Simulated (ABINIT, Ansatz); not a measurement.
# A GW chain in ABINIT: CdBr2 (P6_3mc), part 2 of 2

How does a plane-wave GW calculation on CdBr2 (P6_3mc) run from the first input to the gap?

ABINIT 10.8.3; LDA and many-body steps on it, plane waves. Known limits of the many-body steps: not at the basis limit; no spin-orbit coupling; coarse k mesh.

So far. Step 2 (Ground state): The gap is direct, at Γ. Step 3 (Empty states on the mesh, 3×3×1 mesh, 477 bands): On this mesh the gap is 2.527 eV.

The database entry behind the starting cell has ideal inner coordinates that were not refined, so it need not match the best structure at ambient conditions.

**4. Screening, 3×3×1 mesh, 435 bands, screening to 217.7 eV**

The RPA dielectric matrix is built and inverted for each q.

This step: RPA screening on LDA, plane waves, norm-conserving pseudopotentials.

Input file run.abi:

```
acell 3*1.0 Angstrom
rprim 
  3.985000000011 -0.000000000003 0.000000000000
  -1.992500000003 3.451111234092 0.000000000000
  0.000000000000 0.000000000000 12.561000000000
ntypat 2
znucl 48 35
natom 6
typat 1 1 2 2 2 2
xred 
  0.333333333333 0.666666666667 0.375000000000
  0.666666666667 0.333333333333 0.875000000000
  0.333333333333 0.666666666667 0.000000000000
  0.666666666667 0.333333333333 0.500000000000
  0.000000000000 0.000000000000 0.250000000000
  0.000000000000 0.000000000000 0.750000000000
pp_dirpath "pseudos"
pseudos "Cd.upf, Br.upf"
ecut 47
ngkpt 3 3 1
nshiftk 1
shiftk 0 0 0
kptopt 1
chksymbreak 0
istwfk *1
occopt 1
irdwfk 1
optdriver 3
nband 435
ecuteps 8
inclvkb 2
awtr 1
symchi 1
indata_prefix "in"
outdata_prefix "out"
tmpdata_prefix "tmp"
```

Started as:

```bash
$ OMP_NUM_THREADS=1 mpirun -n 4 abinit run.abi > log
```

Numbers of over 12 decimals in the logs are rounded to 6 here.

Output:

```text
.Version 10.8.3 of ABINIT. v10.8.2 released Aug 2026.

 Symmetries : space group P6_3 m c (#186); Bravais hP (primitive hexag.)
[... echo of the input left out ...]
== DATASET  1 ==================================================================
-   mpi_nproc: 4, omp_nthreads: 1 (-1 if OMP is not activated)

--- !DatasetInfo
iteration_state: {dtset: 1, }
dimensions: {natom: 6, nkpt: 3, mband: 435, nsppol: 1, nspinor: 1, nspden: 1, mpw: 18043, }
cutoff_energies: {ecut:  47.0, pawecutdg:  -1.0, }
electrons: {nelect:   6.80000000E+01, charge:   0.00000000E+00, occopt:   1.00000000E+00, tsmear:   1.00000000E-02, }

 SCREENING: Calculation of the susceptibility and dielectric matrices

 Based on a program developped by R.W. Godby, V. Olevano, G. Onida, and L. Reining.
 Incorporated in ABINIT by V. Olevano, G.-M. Rignanese, and M. Torrent.
.Using double precision arithmetic ; gwpc =  8

[... cell and pseudopotentials left out ...]
--------------------------------------------------------------------------------

 ==== K-mesh for the wavefunctions ====
 Number of points in the irreducible wedge :     3
[... list of points left out ...]
 Together with 12 symmetry operations and time-reversal symmetry
 yields     9 points in the full Brillouin Zone.

 ==== Q-mesh for the screening function ====
 Number of points in the irreducible wedge :     3
[... list of points left out ...]
 Together with 12 symmetry operations and time-reversal symmetry
 yields     9 points in the full Brillouin Zone.

 setmesh: FFT mesh size selected  =    30x   30x  108
          total number of points  =        97200

 vcoul_init : cutoff-mode = AUXILIARY_FUNCTION
 q-points for optical limit:   1
     1)      0.000010    0.000020    0.000030

- screening: taking advantage of time-reversal symmetry
- Maximum band index for partially occupied states nbvw = 34
- Remaining bands to be divided among processors   nbcw = 401
- Number of bands treated by each node ~100

 Number of electrons calculated from density =   68.0000; Expected =   68.0000
 average of density, n =  0.058331
 r_s =    1.5996
 omega_plasma =   23.2973 [eV]

 calculating chi0 at frequencies [eV] :
  1    0.000000E+00    0.000000E+00
  2    0.000000E+00    2.329732E+01

--------------------------------------------------------------------------------
  q-point number  1        q = ( 0.000000, 0.000000, 0.000000) [r.l.u.]
--------------------------------------------------------------------------------
[... chi0 elements left out ...]
 For q-point:  0.000010 0.000020 0.000030
  dielectric constant =   5.3803
  dielectric constant without local fields =   6.1212

  Average fulfillment of the sum rule on Im[epsilon] for q-point    1 :     83.71  [%]
[... wings left out ...]
  q-point number  2        q = ( 0.333333, 0.000000, 0.000000) [r.l.u.]
--------------------------------------------------------------------------------
[... chi0 elements left out ...]
  Average fulfillment of the sum rule on Im[epsilon] for q-point    2 :     82.81  [%]

 [... 1 further q-points ...]
```

It took 6.7 min on 4 MPI ranks of Intel Xeon Platinum 8559C (Emerald Rapids), shared host; peak memory 3.8 GiB.

This step gave:

| Property | Result |
| --- | --- |
| ε∞ with local fields, on this mesh, along the program's q direction | 5.380 |
| the same without local fields | 6.121 |
| plasma frequency | 23.30 eV |
| plane waves in the screening matrix | 1267 |

Local fields lower ε∞ by 12 %. On a Γ-centred mesh this coarse the value itself is usually too large, while a short band sum pulls it down.

**5. Self-energy, 3×3×1 mesh, 435 bands, screening to 217.7 eV**

The self-energy is evaluated for the states that the input lists, and the levels follow from it, in one-shot runs by the linearised quasiparticle equation.

This step: G0W0 on LDA, plane waves, norm-conserving pseudopotentials.

run.abi: that of step 4 with these lines changed.

```diff
@@ -27,8 +27,15 @@
 irdwfk 1
-optdriver 3
+optdriver 4
 nband 435
+gwcalctyp 0
+ecutsigx 47
+symsigma 1
+nkptgw 1
+kptgw 
+  0.0000000000 0.0000000000 0.0000000000
+bdgw 
+  33 36
 ecuteps 8
-inclvkb 2
-awtr 1
-symchi 1
+irdscr 1
+ppmodel 1
 indata_prefix "in"
```

Output:

```text
.Version 10.8.3 of ABINIT. v10.8.2 released Aug 2026.

 Symmetries : space group P6_3 m c (#186); Bravais hP (primitive hexag.)
[... echo of the input left out ...]
== DATASET  1 ==================================================================
-   mpi_nproc: 4, omp_nthreads: 1 (-1 if OMP is not activated)

--- !DatasetInfo
iteration_state: {dtset: 1, }
dimensions: {natom: 6, nkpt: 3, mband: 435, nsppol: 1, nspinor: 1, nspden: 1, mpw: 18043, }
cutoff_energies: {ecut:  47.0, pawecutdg:  -1.0, }
electrons: {nelect:   6.80000000E+01, charge:   0.00000000E+00, occopt:   1.00000000E+00, tsmear:   1.00000000E-02, }

 SIGMA: Calculation of the GW corrections

 Based on a program developped by R.W. Godby, V. Olevano, G. Onida, and L. Reining.
 Incorporated in ABINIT by V. Olevano, G.-M. Rignanese, and M. Torrent.
.Using double precision arithmetic ; gwpc =  8

[... cell and pseudopotentials left out ...]
--------------------------------------------------------------------------------

 ==== K-mesh for the wavefunctions ====
 Number of points in the irreducible wedge :     3
[... list of points left out ...]
 Together with 12 symmetry operations and time-reversal symmetry
 yields     9 points in the full Brillouin Zone.

 ==== Q-mesh for screening function ====
 Number of points in the irreducible wedge :     3
[... list of points left out ...]
 Together with 12 symmetry operations and time-reversal symmetry
 yields     9 points in the full Brillouin Zone.

 vcoul_init : cutoff-mode = AUXILIARY_FUNCTION
 q-points for optical limit:   1
     1)      0.000010    0.000020    0.000030
 setmesh: FFT mesh size selected  =    45x   45x  150
          total number of points  =       303750

 Number of electrons calculated from density =   68.0000; Expected =   68.0000
 average of density, n =  0.058331
 r_s =    1.5996
 omega_plasma =   23.2973 [eV]

 === KS Band Gaps ===
  >>>> For spin  1
   Minimum direct gap =   2.5271 [eV], located at k-point      :   0.0000  0.0000  0.0000
   Fundamental gap    =   2.5271 [eV], Top of valence bands at :   0.0000  0.0000  0.0000
                                       Bottom of conduction at :   0.0000  0.0000  0.0000
 SIGMA fundamental parameters:
 PLASMON POLE MODEL  1
 number of plane-waves for SigmaX                18043
 number of plane-waves for SigmaC and W           1267
 number of plane-waves for wavefunctions         18043
 number of bands                                   435
 number of independent spin polarizations            1
 number of spinorial components                      1
 number of k-points in IBZ                           3
 number of q-points in IBZ                           3
 number of symmetry operations                      12
 number of k-points in BZ                            9
 number of q-points in BZ                            9
 number of frequencies for dSigma/dE                 9
 frequency step for dSigma/dE [eV]                0.25
 number of omega for Sigma on real axis              0
 max omega for Sigma on real axis  [eV]           0.00
 zcut for avoiding poles [eV]                     0.10

 EPSILON^-1 parameters (SCR file):
 dimension of the eps^-1 matrix on file           1267
 dimension of the eps^-1 matrix used              1267
 number of plane-waves for wavefunctions         18043
 number of bands                                   435
 number of q-points in IBZ                           3
 number of frequencies                               2
 number of real frequencies                          1
 number of imag frequencies                          1

 matrix elements of self-energy operator (all in [eV])

 Perturbative Calculation

--- !SelfEnergy_ee
iteration_state: {dtset: 1, }
kpoint     : [   0.000,    0.000,    0.000, ]
spin       : 1
KS_gap     :    2.527
QP_gap     :    4.340
Delta_QP_KS:    1.813
data: !SigmaeeData |
     Band     E0 <VxcDFT>   SigX SigC(E0)      Z dSigC/dE  Sig(E)    E-E0       E
       33   1.953 -14.386 -18.109   2.365   0.790  -0.265 -15.459  -1.074   0.879
       34   1.953 -14.386 -18.109   2.365   0.790  -0.265 -15.459  -1.074   0.879
       35   4.480 -11.189  -6.791  -3.497   0.821  -0.218 -10.450   0.739   5.219
       36   5.830 -12.769  -8.237  -3.558   0.811  -0.232 -11.979   0.790   6.620

== END DATASET(S) ==============================================================
================================================================================

 -outvars: echo values of variables after computation  --------
           etotal      0.0000000000E+00
            nband         435
             nkpt           3
          spgroup         186
 [... the other variables as echoed above ...]

 Calculation completed.
```

Wall time 100 s (4 MPI ranks); peak memory 4.2 GiB; 6.6 min of CPU time.

This step gave:

| Property | Result |
| --- | --- |
| G0W0 gap on the points computed | 4.34 eV |
| starting gap on the mesh | 2.527 eV |
| k of the valence top | 0, 0, 0 |
| k of the conduction bottom | 0, 0, 0 |
| Z at the valence top | 0.79 |
| Z at the conduction bottom | 0.821 |
| least direct G0W0 gap on the computed points | 4.34 eV |

The gap on the mesh goes from 2.53 eV to 4.34 eV, a correction of +1.81 eV.

Limits: finite bands, cutoff and mesh; no spin-orbit coupling; coarse k mesh. v1 is the top filled band, c1 the lowest empty one. Levels before and after the correction, in eV, zero at the valence-band top of each column:

```
           conduction bottom  valence top
Kohn-Sham               2.53         0.00
     G0W0               4.34         0.00
```

```
             level  energy (eV)
Kohn-Sham  Γ v2-v1        0.000
Kohn-Sham     Γ c1        2.527
Kohn-Sham     Γ c2        3.877
     G0W0  Γ v2-v1        0.000
     G0W0     Γ c1        4.340
     G0W0     Γ c2        5.741
```

**6. Where the time went**

Times are wall times on the hardware named with each run. The host was busy with other work, so they are no guide to cost.

```
                    step     time  share  memory (GiB)
            ground state  3.7 min   11 %          0.77
empty states on the mesh   22 min   64 %          0.85
               screening  6.7 min   20 %           3.8
             self-energy    100 s    5 %           4.2
```

**7. What came out**

* LDA gap: 2.53 eV, direct
* G0W0 gap on the mesh: 4.34 eV
* GW settings: 3×3×1 mesh, 435 bands, screening to 217.7 eV, Godby-Needs plasmon pole
* known limits: not at the basis limit; no spin-orbit coupling; coarse k mesh

**Reading.** G0W0 moves the gap on the mesh from 2.53 eV to 4.34 eV (+1.81 eV), with Z of 0.79 and 0.82 at the edges. Local fields lower the RPA ε∞ on this mesh from 6.12 to 5.38; a Γ-centred mesh this coarse tends to raise both, most where the direct gap is narrow, while a short band sum lowers them. Only 1 of the mesh's irreducible points was corrected, so a valley elsewhere could overtake. The dearest step here is «empty states on the mesh». Bands and cutoff are finite, so the gap is not at the basis limit. The miss can reach some tenths of an eV and take either sign; the mesh is an error of its own. In the G0W0 run levels were corrected at 1 k point alone, so a gap called «on the mesh» is the least over those, and an edge elsewhere would be missed. The 3×3×1 mesh is coarse for this cell, which bears on the long-range parts of exchange and screening. The many-body steps are scalar-relativistic: spin-orbit coupling is not in them.

[Paths, hosts, dates, memory and timing lines, banners, echoed tables and standing remarks are left out of the program output.]

[Logs are printed without paths, hosts, clocks, repeated set-up lines and the standing remarks that a program may print on its own settings, such as how far it seeks lower states.]

[Runs of the session that timed out or met a known fault of the program may be left out.]

[Hosts, paths, dates, database ids (printed as entryN), source tags and the programs' standing remarks are cut or masked in the printed files.]

[G0W0 gaps are taken among the corrected bands and points alone; a level outside them can change the order at an edge.]

[Where Ansatz stands beside ABINIT at settings called matched, ABINIT's density can come from a denser mesh and the files from another edition; pairs whose starting gaps differed by over 0.03 eV were left out, so agreement reads better than it is.]
